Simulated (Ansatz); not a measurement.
## BiAs (model cell, started as wurtzite): the cell at rest

Wanted: the relaxed cell of BiAs (model cell, started as wurtzite).

Main program and level: Ansatz 0.2.0; DFT PBEsol, scalar-relativistic, plane waves, PAW.

This is a report of a sequence of runs, with most program output left out.

The structure was built from a prototype and need not be the compound's stable phase.

## 1. Starting point

Symmetry: P6_3mc, No. 186, hexagonal system. Conventional cell: a = 4.728 Å, b = 4.728 Å, c = 7.721 Å, α = 90.00°, β = 90.00°, γ = 120.00°. Nearest to Bi lie 4 As at 2.90 Å. Nearest to As lie 4 Bi at 2.90 Å. Farther neighbours are not listed.

## 2. A coarse first look

First a cheap look: the gap decides the mesh and the occupations, the pressure tells how far the cell has to move.

input.yaml

```yaml
crystal:
  lattice:
    - [4.72784, 0.0, 0.0]
    - [-2.36392, 4.09443, 0.0]
    - [0.0, 0.0, 7.72057]
  atoms:
    - { symbol: Bi, position: [0.333333, 0.666667, 0.0] }
    - { symbol: Bi, position: [0.666667, 0.333333, 0.5] }
    - { symbol: As, position: [0.333333, 0.666667, 0.375] }
    - { symbol: As, position: [0.666667, 0.333333, 0.875] }
kpoints:
  mp_grid: { grid: [6, 6, 4] }
hamiltonian:
  xc: pbesol
scf:
  occupations: { method: gaussian, width: 0.1 }
output:
  forces: true
  stress: true
  eigenvalues: true
```

Launch:

```console
$ ansatz run input.yaml --threads 4 --pin off --max-ram 7168MiB --backend cpu --events-out ev --progress --plain --runs-dir out
```

Wall time 2.4 s (4 threads of Arm Neoverse V2, shared host); peak memory 0.44 GiB; 8.6 s of CPU time.

This step gave:

```
pressure           : -1.625 GPa
volume per atom    : 37.36 Å³
gap on the k-mesh  : 0.3421 eV
direct gap on mesh : 0.7412 eV
```

The coarse mesh shows a gap of 0.34 eV and a pressure of -1.6 GPa.

## 3. Relaxation, k-mesh 9×9×4, smearing width 0.02 eV

Harmonic phonons are second derivatives at a point where the forces vanish, and they are wanted at zero stress, so atoms and cell are relaxed first.

input.yaml, the sections that differ from step 2:

```yaml
kpoints:
  mp_grid: { grid: [9, 9, 4] }
scf:
  occupations: { method: gaussian, width: 0.02 }
relax:
  adjacent_minimum: "off"
  f_tol: 0.005
  max_steps: 80
  cell: { stress_tol: 0.05 }
# crystal, hamiltonian, output: as in step 2
```

The job ended after 53 s (4 threads; peak memory 0.54 GiB; 3.4 min of CPU time).

Step by step:

```csv
step,energy less that of the first step (eV),largest force component (eV/Å),pressure (GPa),volume (Å³)
1,0.0000,0.1045,-1.64,149.45
2,-0.0319,0.1245,1.32,139.73
3,-0.0641,0.0044,0.26,142.65
4,-0.1467,0.0559,-0.91,144.29
5,-0.2284,0.0412,-1.05,141.59
6,-0.2752,0.1630,0.02,134.81
7,-0.2782,0.0371,0.44,133.59
8,-0.2824,0.0053,0.06,133.79
9,-0.2824,0.0001,-0.01,133.99
10*,-0.2818,0.0004,-0.01,133.99
```

Relaxation steps marked * repeat the geometry before them on a plane-wave basis chosen anew for their cell, so energy and pressure can jump there.

Forces are held to the 12 operations that the run works with; a distortion that breaks them can't arise in this run.

```csv
cell as run,before,after,change
a (Å),4.728,4.978,+5.3 %
b (Å),4.728,4.978,+5.3 %
c (Å),7.721,6.244,-19.1 %
volume (Å³/atom),37.36,33.50,-10.3 %
```

The atoms that moved most (Å, as changes of fractional coordinates times the final cell):

```csv
atom,dx,dy,dz,length
As3,0.000,0.000,0.222,0.222
Bi2,0.000,0.000,-0.222,0.222
Bi1,0.000,0.000,-0.222,0.222
As4,0.000,0.000,0.222,0.222
```

The relaxed structure:

```cif
data_structure
_symmetry_space_group_name_H-M 'P 1'
_symmetry_Int_Tables_number 1
_cell_length_a 4.9779
_cell_length_b 4.9779
_cell_length_c 6.2438
_cell_angle_alpha 90.000
_cell_angle_beta 90.000
_cell_angle_gamma 120.000
_cell_volume 133.99
loop_
_atom_site_label
_atom_site_type_symbol
_atom_site_fract_x
_atom_site_fract_y
_atom_site_fract_z
_atom_site_occupancy
Bi1 Bi 0.33333 0.66667 0.96449 1
Bi2 Bi 0.66667 0.33333 0.46449 1
As3 As 0.33333 0.66667 0.41051 1
As4 As 0.66667 0.33333 0.91051 1
```

This step gave:

| Property | Result |
| --- | --- |
| pressure | -0.01113 GPa |
| volume per atom | 33.50 Å³ |
| gap on the k-mesh | 0.01623 eV |
| direct gap on mesh | 0.7005 eV |

In this step the volume went from 37.36 to 33.50 Å³/atom.

## 4. Bringing the structure to rest, k-mesh 9×9×6, smearing width 0.1 eV

The relaxation is repeated from its end, on the mesh and smearing that suit the cell and gap now reached.

input.yaml

```yaml
crystal:
  lattice:
    - [4.9778707423, 0.0, 0.0]
    - [-2.4889353712, 4.3109625196, 0.0]
    - [0.0, 0.0, 6.2437987764]
  atoms:
    - { symbol: Bi, position: [0.3333333333, 0.6666666667, -0.0355134061] }
    - { symbol: Bi, position: [0.6666666667, 0.3333333333, 0.4644865939] }
    - { symbol: As, position: [0.3333333333, 0.6666666667, 0.4105134061] }
    - { symbol: As, position: [0.6666666667, 0.3333333333, 0.9105134061] }
kpoints:
  mp_grid: { grid: [9, 9, 6] }
hamiltonian:
  xc: pbesol
scf:
  occupations: { method: gaussian, width: 0.1 }
output:
  forces: true
  stress: true
  eigenvalues: true
  write_density: true
  write_potential: true
  elf: true
  volumetric_format: npy
relax:
  adjacent_minimum: "off"
  f_tol: 0.005
  max_steps: 80
  cell: { stress_tol: 0.05 }
```

Wall time 25 s (4 threads); peak memory 0.56 GiB; 99 s of CPU time.

The steps of the relaxation:

```csv
step,energy less that of the first step (eV),largest force component (eV/Å),pressure (GPa),volume (Å³)
1,0.0000,0.0386,-0.02,133.99
2,-0.0003,0.0112,0.03,134.11
3,-0.0004,0.0002,0.00,134.23
4*,-0.0004,0.0002,0.00,134.23
```

Relaxation steps marked * repeat the geometry before them on a plane-wave basis chosen anew for their cell, so energy and pressure can jump there.

Forces are held to the 12 operations that the run works with; a distortion that breaks them can't arise in this run.

```csv
"conventional cell, symmetrised",before,after,change
a (Å),4.978,4.979,+0.0 %
b (Å),4.978,4.979,+0.0 %
c (Å),6.244,6.253,+0.1 %
volume (Å³/atom),33.50,33.56,+0.2 %
```

This step gave:

| Property | Result |
| --- | --- |
| pressure | 0.001778 GPa |
| volume per atom | 33.56 Å³ |
| gap on the k-mesh | 0.01643 eV |
| direct gap on mesh | 0.7055 eV |

ELF in the ac plane at fractional y = 0.333, with atoms of Bi and As within 0.2 Å of it. It is the smooth field of the valence electrons, not physical close to the nuclei.

Ten even steps from '0' (0.05) to '9' (0.68), each cell a mean:
```
44444699535897
44443698433897
32332588746886
11111368999874
00000147898752
00000135566531
11111235555542
23443355423553
45664455121454
46765455211554
45664456545654
24543245666542
12221113454321
01110001222100
01111013555420
22322258999863
33443589989995
```
Columns run along a (5.0 Å), rows up along c (6.3 Å). Atoms in or near the plane, at fractional coordinates: Bi at (0.67, 0.47), As at (0.67, 0.91).

Valence density in the ac plane at fractional y = 0.333, with atoms of Bi and As within 0.2 Å of it. It is the smooth field of the valence electrons, not physical close to the nuclei.

Ten steps, logarithmic in the rise over the least value, from '0' (0 e/Å³) to '9' (26 e/Å³), each cell a mean:
```
00000113797421
00000014898521
00000013576310
00000001233210
00000001121100
00000001121100
00000012343210
00000013565420
00000124676521
00000124676521
00000013455310
00000001232100
00000000111000
00000000000000
00000000000000
00000001121100
00000012354210
```
Columns run along a (5.0 Å), rows up along c (6.3 Å). Atoms in or near the plane, at fractional coordinates: Bi at (0.67, 0.47), As at (0.67, 0.91).

Electrostatic potential energy in the ac plane at fractional y = 0.333, with atoms of Bi and As within 0.2 Å of it. With pseudopotentials it is smooth inside the atoms' cores, unlike the true potential.

Values in eV, 17 rows by 14 columns, each cell a mean:
```
  9   8   7   7   8   8   3  -7   3  11   7  -7   1   8
  9   8   8   8   9   8   2  -7   7  11   9  -6  -1   8
 10   9   9   9  10   9   5  -6  -4   5  -1  -8   3   9
 11  11  10  10  11  10   8   2  -5  -8  -6   1   7  10
 11  11  11  11  11  11  10   8   5   3   4   7   9  11
 11  11  11  11  11  10   9   6   3   1   2   5   8  10
 11  11  11  11  11   9   6  -2 -14 -24 -17  -4   4   9
 10  11  11  11  10   8   1 -19 -53 -65 -57 -27  -2   7
  9  10  10  10  10   7  -4 -36 -68 -69 -69 -46  -8   6
  9  10   9  10   9   7  -2 -32 -66 -69 -68 -41  -6   6
 10  10  10  10  10   8   3 -12 -38 -54 -43 -17   1   8
 10  10  10  10  10  10   7   2  -6 -11  -7   1   6   9
 11  11  11  11  11  11  10   8   6   5   6   8   9  10
 11  11  11  11  11  11  11  10   9   9   9  10  11  11
 11  10  10  10  10  11  11  10   9   8   9  10  11  11
 10   9   8   9  10  10  10   7   3  -1   2   6   9  10
  9   8   7   8   9   9   7  -2  -9  -7  -9  -4   6   9
```
Columns run along a (5.0 Å; values clipped at the 3rd and 97th percentile), rows up along c (6.3 Å). Atoms in or near the plane, at fractional coordinates: Bi at (0.67, 0.47), As at (0.67, 0.91).

In this step the volume went from 33.50 to 33.56 Å³/atom.

## 5. Relaxing to small forces for the phonons

Phonons need a cell at rest on their own settings, so the relaxation is repeated with tight tolerances on forces and stress, using the mesh and the filling of the phonon run that follows.

input.yaml

```yaml
crystal:
  lattice:
    - [4.9787238236, 0.0, 0.0]
    - [-2.4893619118, 4.3117013097, 0.0]
    - [0.0, 0.0, 6.252945535]
  atoms:
    - { symbol: Bi, position: [0.3333333333, 0.6666666667, -0.0344360613] }
    - { symbol: Bi, position: [0.6666666667, 0.3333333333, 0.4655639387] }
    - { symbol: As, position: [0.3333333333, 0.6666666667, 0.4094360613] }
    - { symbol: As, position: [0.6666666667, 0.3333333333, 0.9094360613] }
kpoints:
  mp_grid: { grid: [10, 10, 6] }
hamiltonian:
  xc: pbesol
scf:
  occupations: { method: methfessel_paxton, width: 0.15 }
output:
  forces: true
  stress: true
  eigenvalues: true
relax:
  adjacent_minimum: "off"
  f_tol: 0.001
  max_steps: 60
  cell: { stress_tol: 0.01 }
```

Wall time 33 s (4 threads); peak memory 0.57 GiB; 2.2 min of CPU time.

The steps of the relaxation:

```csv
step,energy less that of the first step (eV),largest force component (eV/Å),pressure (GPa),volume (Å³)
1,0.0000,0.0017,0.04,134.23
2,0.0000,0.0044,-0.03,134.45
3,0.0000,0.0013,0.00,134.39
4,0.0000,0.0003,0.00,134.39
5*,0.0000,0.0003,0.00,134.39
```

Relaxation steps marked * repeat the geometry before them on a plane-wave basis chosen anew for their cell, so energy and pressure can jump there.

Forces are held to the 12 operations that the run works with; a distortion that breaks them can't arise in this run.

```csv
"conventional cell, symmetrised",before,after,change
a (Å),4.979,4.979,+0.0 %
b (Å),4.979,4.979,+0.0 %
c (Å),6.253,6.260,+0.1 %
volume (Å³/atom),33.56,33.60,+0.1 %
```

The relaxed structure:

```cif
data_structure
_symmetry_space_group_name_H-M 'P 1'
_symmetry_Int_Tables_number 1
_cell_length_a 4.9790
_cell_length_b 4.9790
_cell_length_c 6.2598
_cell_angle_alpha 90.000
_cell_angle_beta 90.000
_cell_angle_gamma 120.000
_cell_volume 134.39
loop_
_atom_site_label
_atom_site_type_symbol
_atom_site_fract_x
_atom_site_fract_y
_atom_site_fract_z
_atom_site_occupancy
Bi1 Bi 0.33333 0.66667 0.96576 1
Bi2 Bi 0.66667 0.33333 0.46576 1
As3 As 0.33333 0.66667 0.40924 1
As4 As 0.66667 0.33333 0.90924 1
```

This step gave:

| Item | Value |
| --- | --- |
| pressure | 6.63e-4 GPa |
| volume per atom | 33.60 Å³ |
| gap on the k-mesh | 0 eV |

The largest force component left is 0.26 meV/Å and the pressure is 0.001 GPa, within the tolerances set. The cell now holds 33.60 Å³/atom.

## 6. Results

| Property | Result |
| --- | --- |
| space group after relaxation (within 0.01 Å) | P6_3mc |
| lattice constant a | 4.979 Å |
| lattice constant b | 4.979 Å |
| lattice constant c | 6.260 Å |
| volume per atom | 33.6 Å³ |

**Reading.** The largest force component left is 0.26 meV/Å and the pressure is 0.001 GPa, within the tolerances set. The cell now holds 33.60 Å³/atom. The relaxation keeps the symmetry of its start, so it says nothing on stability against lower symmetry. Spin-orbit coupling is left out, which can matter for the heavy elements here. The starting cell was built on a prototype and not taken from a measurement, so the phase need not exist.

[Logs are printed without paths, hosts, clocks, repeated set-up lines and the standing remarks that a program may print on its own settings, such as how far it seeks lower states.]

[Hosts, paths, dates, database ids (printed as entryN), source tags and the programs' standing remarks are cut or masked in the printed files.]
